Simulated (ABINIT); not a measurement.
**CaO (Lime): G0W0 with ABINIT, start to end**

How does a plane-wave GW calculation on CaO (Lime) run from the first input to the gap?

Method: PBE and many-body steps on it, plane waves, in ABINIT 10.8.3.

Report form: the programs' logs are mostly left out.

## 1. Set-up

It takes space group Fm-3m (No. 225, cubic). The conventional cell has a = 4.813 Å, b = 4.813 Å, c = 4.813 Å, α = 90.00°, β = 90.00°, γ = 90.00°. Nearest to Ca lie 6 O at 2.41 Å. Nearest to O lie 6 Ca at 2.41 Å. Farther neighbours and most contacts between anions are not listed.

The cell and positions come from the Crystallography Open Database and are kept as given unless a step says otherwise.

## 2. Ground state

This step: ABINIT 10.8.3; DFT, PBE, plane waves, norm-conserving pseudopotentials.

The ground-state density comes first.

Contents of run.abi:

```
acell 3*1.0 Angstrom
rprim 
  -0.000000000000 2.406500000000 2.406500000000
  2.406500000000 -0.000000000000 2.406500000000
  2.406500000000 2.406500000000 -0.000000000000
ntypat 2
znucl 20 8
natom 2
typat 1 2
xred 
  0.000000000000 0.000000000000 0.000000000000
  0.500000000000 0.500000000000 0.500000000000
pp_dirpath "pseudos"
pseudos "Ca.upf, O.upf"
ecut 36
ngkpt 8 8 8
nshiftk 1
shiftk 0 0 0
kptopt 1
chksymbreak 0
nband 13
occopt 1
tolvrs 1e-10
nstep 60
prtwf 0
optforces 0
optstress 0
indata_prefix "in"
outdata_prefix "out"
tmpdata_prefix "tmp"
```

Launch:

```console
$ OMP_NUM_THREADS=1 mpirun -n 8 abinit run.abi > log
```

Elapsed: 4.9 s, on 8 MPI ranks of Arm Neoverse V2, shared host; peak memory 0.52 GiB.

This step gave:

```
total energy               : -1507.1545 eV
gap                        : 3.662 eV
k of the valence top       : 0, 0, 0
k of the conduction bottom : 0.5, 0.5, 0
least direct gap           : 4.037 eV
```

The gap is indirect, with the least direct gap 0.37 eV higher.

## 3. Bands along the symmetry lines

The cheap functional maps the bands first; the places of the edges decide which points the dearer methods must see.

Contents of run.abi:

```
acell 3*1.0 Angstrom
rprim 
  -0.000000000000 2.406500000000 2.406500000000
  2.406500000000 -0.000000000000 2.406500000000
  2.406500000000 2.406500000000 -0.000000000000
ntypat 2
znucl 20 8
natom 2
typat 1 2
xred 
  0.000000000000 0.000000000000 0.000000000000
  0.500000000000 0.500000000000 0.500000000000
pp_dirpath "pseudos"
pseudos "Ca.upf, O.upf"
ecut 36
iscf -2
irdden 1
kptopt 0
nkpt 50
kpt 
  0.00000000 0.00000000 0.00000000
  0.06250000 0.00000000 0.06250000
  0.12500000 0.00000000 0.12500000
  0.18750000 0.00000000 0.18750000
  0.25000000 0.00000000 0.25000000
  0.31250000 0.00000000 0.31250000
  0.37500000 0.00000000 0.37500000
  0.43750000 0.00000000 0.43750000
  0.50000000 0.00000000 0.50000000
  0.51562500 0.03125000 0.51562500
  0.53125000 0.06250000 0.53125000
  0.54687500 0.09375000 0.54687500
  0.56250000 0.12500000 0.56250000
  0.57812500 0.15625000 0.57812500
  0.59375000 0.18750000 0.59375000
  0.60937500 0.21875000 0.60937500
  0.62500000 0.25000000 0.62500000
  0.37500000 0.37500000 0.75000000
  0.32812500 0.32812500 0.65625000
  0.28125000 0.28125000 0.56250000
  0.23437500 0.23437500 0.46875000
  0.18750000 0.18750000 0.37500000
  0.14062500 0.14062500 0.28125000
  0.09375000 0.09375000 0.18750000
  0.04687500 0.04687500 0.09375000
  0.00000000 0.00000000 0.00000000
  0.06250000 0.06250000 0.06250000
  0.12500000 0.12500000 0.12500000
  0.18750000 0.18750000 0.18750000
  0.25000000 0.25000000 0.25000000
  0.31250000 0.31250000 0.31250000
  0.37500000 0.37500000 0.37500000
  0.43750000 0.43750000 0.43750000
  0.50000000 0.50000000 0.50000000
  0.50000000 0.46875000 0.53125000
  0.50000000 0.43750000 0.56250000
  0.50000000 0.40625000 0.59375000
  0.50000000 0.37500000 0.62500000
  0.50000000 0.34375000 0.65625000
  0.50000000 0.31250000 0.68750000
  0.50000000 0.28125000 0.71875000
  0.50000000 0.25000000 0.75000000
  0.50000000 0.21875000 0.71875000
  0.50000000 0.18750000 0.68750000
  0.50000000 0.15625000 0.65625000
  0.50000000 0.12500000 0.62500000
  0.50000000 0.09375000 0.59375000
  0.50000000 0.06250000 0.56250000
  0.50000000 0.03125000 0.53125000
  0.50000000 0.00000000 0.50000000
istwfk *1
nband 15
nbdbuf 2
tolwfr 1e-08
nstep 40
prtwf 0
prtvol 0
indata_prefix "in"
outdata_prefix "out"
tmpdata_prefix "tmp"
```

Run time: 4.3 s. Hardware: 8 MPI ranks; peak memory 0.48 GiB; 33 s of CPU time.

Numbers from this step:

```yaml
gap: 3.662 eV
k_of_the_valence_top: 0, 0, 0
k_of_the_conduction_bottom: 0.5, 0, 0.5
least_direct_gap: 4.037 eV
```

The gap is 3.662 eV, as in the run before at this level.

The electronic bands at the labelled points (eV, zero at the top of the highest filled band; v1 is the highest filled band, c1 the lowest empty one):

```
    point      v4     v3     v2     v1    c1    c2    c3    c4
        Γ  -15.46   0.00   0.00   0.00  4.71  6.23  6.23  6.23
  halfway  -14.95  -1.66  -0.30  -0.30  4.72  6.60  8.04  8.04
        X  -15.23  -1.30  -0.37  -0.37  3.66  8.02  8.87  9.50
  halfway  -15.12  -1.28  -0.69  -0.50  4.09  8.21  8.91  9.12
        U  -14.87  -1.32  -1.20  -0.77  5.14  7.97  8.54  9.02
jump to K  -14.87  -1.32  -1.20  -0.77  5.14  7.97  8.54  9.02
  halfway  -14.71  -1.79  -0.92  -0.55  6.10  7.02  7.20  8.02
        Γ  -15.46   0.00   0.00   0.00  4.71  6.23  6.23  6.23
  halfway  -14.82  -1.52  -0.65  -0.65  6.25  6.84  7.17  7.17
        L  -14.30  -2.61  -1.18  -1.18  7.03  8.33  8.33  8.49
  halfway  -14.58  -2.03  -1.11  -1.04  6.74  6.82  8.73  8.91
        W  -14.86  -1.27  -1.05  -1.05  6.31  6.31  8.36  9.50
  halfway  -15.04  -1.25  -0.84  -0.66  4.49  8.25  8.28  9.38
        X  -15.23  -1.30  -0.37  -0.37  3.66  8.02  8.87  9.50
```

## 4. Empty states on the mesh, 6×6×6 mesh, 144 bands

The sums over transitions need many empty states on a uniform mesh; this step solves for them.

Contents of run.abi:

```
acell 3*1.0 Angstrom
rprim 
  -0.000000000000 2.406500000000 2.406500000000
  2.406500000000 -0.000000000000 2.406500000000
  2.406500000000 2.406500000000 -0.000000000000
ntypat 2
znucl 20 8
natom 2
typat 1 2
xred 
  0.000000000000 0.000000000000 0.000000000000
  0.500000000000 0.500000000000 0.500000000000
pp_dirpath "pseudos"
pseudos "Ca.upf, O.upf"
ecut 36
ngkpt 6 6 6
nshiftk 1
shiftk 0 0 0
kptopt 1
chksymbreak 0
irdden 1
istwfk *1
nband 144
prtvol 0
optdriver 6
gwr_task "HDIAGO"
paral_kgb 0
occopt 1
indata_prefix "in"
outdata_prefix "out"
tmpdata_prefix "tmp"
```

Wall time 13 s (8 MPI ranks); peak memory 2.1 GiB; 1.7 min of CPU time.

Numbers from this step:

```yaml
gap: 3.662 eV
k_of_the_valence_top: 0, 0, 0
k_of_the_conduction_bottom: 0.5, 0.5, 0
least_direct_gap: 4.037 eV
k_points_computed: 16
lowest_point_of_the_top_converged_band_above_the_valence_top: 144.4700 eV
```

On this mesh the gap is 3.662 eV.

## 5. Screening, 6×6×6 mesh, 136 bands, screening to 217.7 eV

The RPA dielectric matrix is built and inverted for each q.

This step: RPA screening on PBE, plane waves, norm-conserving pseudopotentials.

Changes to run.abi since step 4:

```diff
@@ -20,10 +20,11 @@
 chksymbreak 0
-irdden 1
 istwfk *1
-nband 144
-prtvol 0
-optdriver 6
-gwr_task "HDIAGO"
-paral_kgb 0
 occopt 1
+irdwfk 1
+optdriver 3
+nband 136
+ecuteps 8
+inclvkb 2
+awtr 1
+symchi 1
 indata_prefix "in"
```

Wall time 37 s (8 MPI ranks); peak memory 1.6 GiB.

This step gave:

- ε∞ with local fields, on this mesh, along the program's q direction: 3.570
- the same without local fields: 3.923
- plasma frequency: 28.13 eV
- plane waves in the screening matrix: 181

Local fields lower ε∞ by 9 %.

## 6. Self-energy, 6×6×6 mesh, 136 bands, screening to 217.7 eV

The self-energy is evaluated for the states that the input lists, and the levels follow from it, in one-shot runs by the linearised quasiparticle equation.

This step: G0W0 on PBE, plane waves, norm-conserving pseudopotentials.

Changes to run.abi since step 5:

```diff
@@ -23,8 +23,17 @@
 irdwfk 1
-optdriver 3
+optdriver 4
 nband 136
+gwcalctyp 0
+ecutsigx 36
+symsigma 1
+nkptgw 2
+kptgw 
+  0.0000000000 0.0000000000 0.0000000000
+  0.5000000000 0.5000000000 0.0000000000
+bdgw 
+  6 12
+  7 10
 ecuteps 8
-inclvkb 2
-awtr 1
-symchi 1
+irdscr 1
+ppmodel 1
 indata_prefix "in"
```

It took 7.4 s on 8 MPI ranks; peak memory 1.6 GiB.

This step gave:

```yaml
g0w0_gap_on_the_points_computed: 5.805 eV
starting_gap_on_the_mesh: 3.662 eV
k_of_the_valence_top: 0, 0, 0
k_of_the_conduction_bottom: 0.5, 0.5, 0
z_at_the_valence_top: 0.781
z_at_the_conduction_bottom: 0.85
least_direct_g0w0_gap_on_the_computed_points: 6.214 eV
```

The gap on the mesh goes from 3.66 eV to 5.80 eV, a correction of +2.14 eV.

Limits: finite bands, cutoff and mesh. v1 is the top filled band, c1 the lowest empty one. The levels before and after the correction (eV, zero at the valence-band top of each column):

```
           conduction bottom  valence top
Kohn-Sham               3.66         0.00
     G0W0               5.80         0.00
```

```
                       level  energy (eV)
Kohn-Sham            Γ v3-v1        0.000
Kohn-Sham               Γ c1        4.714
Kohn-Sham            Γ c2-c4        6.228
Kohn-Sham  (0.5 0.5 0) v2-v1       -0.374
Kohn-Sham     (0.5 0.5 0) c1        3.662
Kohn-Sham     (0.5 0.5 0) c2        8.023
     G0W0            Γ v3-v1        0.000
     G0W0               Γ c1        6.214
     G0W0            Γ c2-c4        9.033
     G0W0  (0.5 0.5 0) v2-v1       -0.481
     G0W0     (0.5 0.5 0) c1        5.805
     G0W0     (0.5 0.5 0) c2       11.053
```

## 7. Where the time went

Times are wall times on 8 MPI ranks of Arm Neoverse V2, shared host, good to a factor of about two.

```
                          step   time  share  memory (GiB)
                  ground state  4.9 s    7 %          0.52
bands along the symmetry lines  4.3 s    6 %          0.48
      empty states on the mesh   13 s   19 %           2.1
                     screening   37 s   56 %           1.6
                   self-energy  7.4 s   11 %           1.6
```

## 8. What came out

| Item | Value |
| --- | --- |
| PBE gap | 3.66 eV, indirect |
| G0W0 gap on the mesh | 5.80 eV |
| GW settings | 6×6×6 mesh, 136 bands, screening to 217.7 eV, Godby-Needs plasmon pole |
| known limits | not at the basis limit |

In words: G0W0 moves the gap on the mesh from 3.66 eV to 5.80 eV (+2.14 eV), with Z of 0.78 and 0.85 at the edges. Local fields lower the RPA ε∞ on this mesh from 3.92 to 3.57. Only 2 of the mesh's irreducible points were corrected, so a valley elsewhere could overtake. The dearest step here is «screening». Bands and cutoff are finite, so the gap is not at the basis limit. The miss can reach some tenths of an eV and take either sign; the mesh is an error of its own. In the G0W0 run levels were corrected at 2 k points alone, so a gap called «on the mesh» is the least over those, and an edge elsewhere would be missed.

[Paths, hosts, dates, memory and timing lines, banners, echoed tables and standing remarks are left out of the program output.]

[Logs are printed without paths, hosts, clocks, repeated set-up lines and the standing remarks that a program may print on its own settings, such as how far it seeks lower states.]

[Runs of the session that timed out or met a known fault of the program may be left out.]

[Hosts, paths, dates, database ids (printed as entryN), source tags and the programs' standing remarks are cut or masked in the printed files.]

[G0W0 gaps are taken among the corrected bands and points alone; a level outside them can change the order at an edge.]

[Where Ansatz stands beside ABINIT at settings called matched, ABINIT's density can come from a denser mesh and the files from another edition; pairs whose starting gaps differed by over 0.03 eV were left out, so agreement reads better than it is.]
